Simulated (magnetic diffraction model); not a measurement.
# Magnetic neutron pattern of GaFeSO2

Space group Pnma (no. 62), a = 5.6000 Å, b = 7.9160 Å, c = 5.4280 Å.

| site | atom | x | y | z |
| --- | --- | --- | --- | --- |
| 4c | Ga | 0.9414 | 3/4 | 0.0226 |
| 4b | Fe | 0 | 1/2 | 1/2 |
| 4c | S | 0.5383 | 3/4 | 0.8911 |
| 8d | O | 0.2769 | 0.4427 | 0.6960 |

The compound is invented for this exercise: a known structure type with other elements, its cell scaled to their sizes and not relaxed.

Only Fe is taken to order (form factors of Fe3+); orders and moment sizes are assumed, and not adapted to the symmetry. Radiation: neutrons of λ = 1.594 Å, 5° to 50°; isotropic B of 0.24 Å² (Ga), 0.18 Å² (Fe), 0.26 Å² (S) and 0.29 Å² (O). Simulated constant-wavelength pattern: nuclear and magnetic terms add, the magnetic one as |2.695 fm × Σ f S⊥ exp(2πi Q·r) exp(−B s²)|², summed over all Q at one angle with the factor 1/(sin²θ cos θ). For collinear order S is the moment m, which repeats by lattice and centring translations R with the sign exp(−2πi k·R). Free-ion form factors, Sears's scattering lengths of 1992, no absorption; a label names one of the reflections at its angle. The strongest nuclear line in the range is 100, and lines under 0.2 are left out.

Assume the order k = (0 0 1/2), collinear moments along [110], 3.93 μB on Fe; signs + at (0, 1/2, 1/2), + at (1/2, 1/2, 0), + at (1/2, 0, 0), + at (0, 0, 1/2).

Q: Where does magnetic intensity appear, and how strong is it?

```
2θ (°)      index  nuclear  magnetic
  8.42  (0 0 1/2)      0.0     109.4
 18.43  (1 0 1/2)      0.0      29.9
 20.51    (0 1 1)      6.6       0.0
 23.23    (0 2 0)     17.6       0.0
 23.60    (1 0 1)      9.4       0.0
 24.75  (0 2 1/2)      0.0       8.3
 25.45  (0 0 3/2)      0.0       9.4
 26.35    (1 1 1)      2.7       0.0
 29.82  (1 2 1/2)      0.0      12.1
 30.41  (1 0 3/2)      0.0      10.6
 33.08    (2 0 0)      5.8       0.0
 33.35    (1 2 1)    100.0       0.0
 34.16    (0 0 2)      8.3       0.0
 34.19  (2 0 1/2)      0.0       5.8
 34.73  (0 2 3/2)      0.0       5.6
 35.15    (2 1 0)      1.2       0.0
 37.36    (2 0 1)      1.0       0.0
 38.09    (1 0 2)     10.7       0.0
 38.61  (1 2 3/2)      0.0       8.1
 39.23    (2 1 1)      8.0       0.0
 39.25    (0 3 1)     21.7       0.0
 39.94    (1 1 2)      9.9       0.0
 40.81    (2 2 0)      8.3       0.0
 41.72    (0 2 2)      4.2       0.0
 41.75  (2 2 1/2)      0.0       5.2
 42.19  (2 0 3/2)      0.0       3.5
 42.78    (1 3 1)     14.3       0.0
 43.07  (0 0 5/2)      0.0       2.0
 44.46    (2 2 1)      5.8       0.0
 45.10    (1 2 2)      9.3       0.0
 46.37  (1 0 5/2)      0.0       3.1
 47.50    (0 4 0)     31.7       0.0
 48.28    (2 0 2)     77.4       0.0
 48.33  (0 4 1/2)      0.0       1.0
 48.71  (2 2 3/2)      0.0       3.7
 49.04    (2 3 0)      6.5       0.0
 49.50  (0 2 5/2)      0.0       2.1
 49.82    (2 1 2)      7.9       0.0
```

The strongest magnetic line in the range is (0 0 1/2) at 8.42° (109.4). On top of the Lorentz factor, which all lines share, magnetic lines fade with angle because f falls: for Fe3+ it is 0.92, 0.72, 0.50 and 0.17 at sin θ/λ = 0.1, 0.2, 0.3 and 0.5 Å⁻¹, while nuclear lengths stay constant. The order has no net moment.

[Logs are printed without paths, hosts, clocks, repeated set-up lines and the standing remarks that a program may print on its own settings, such as how far it seeks lower states.]
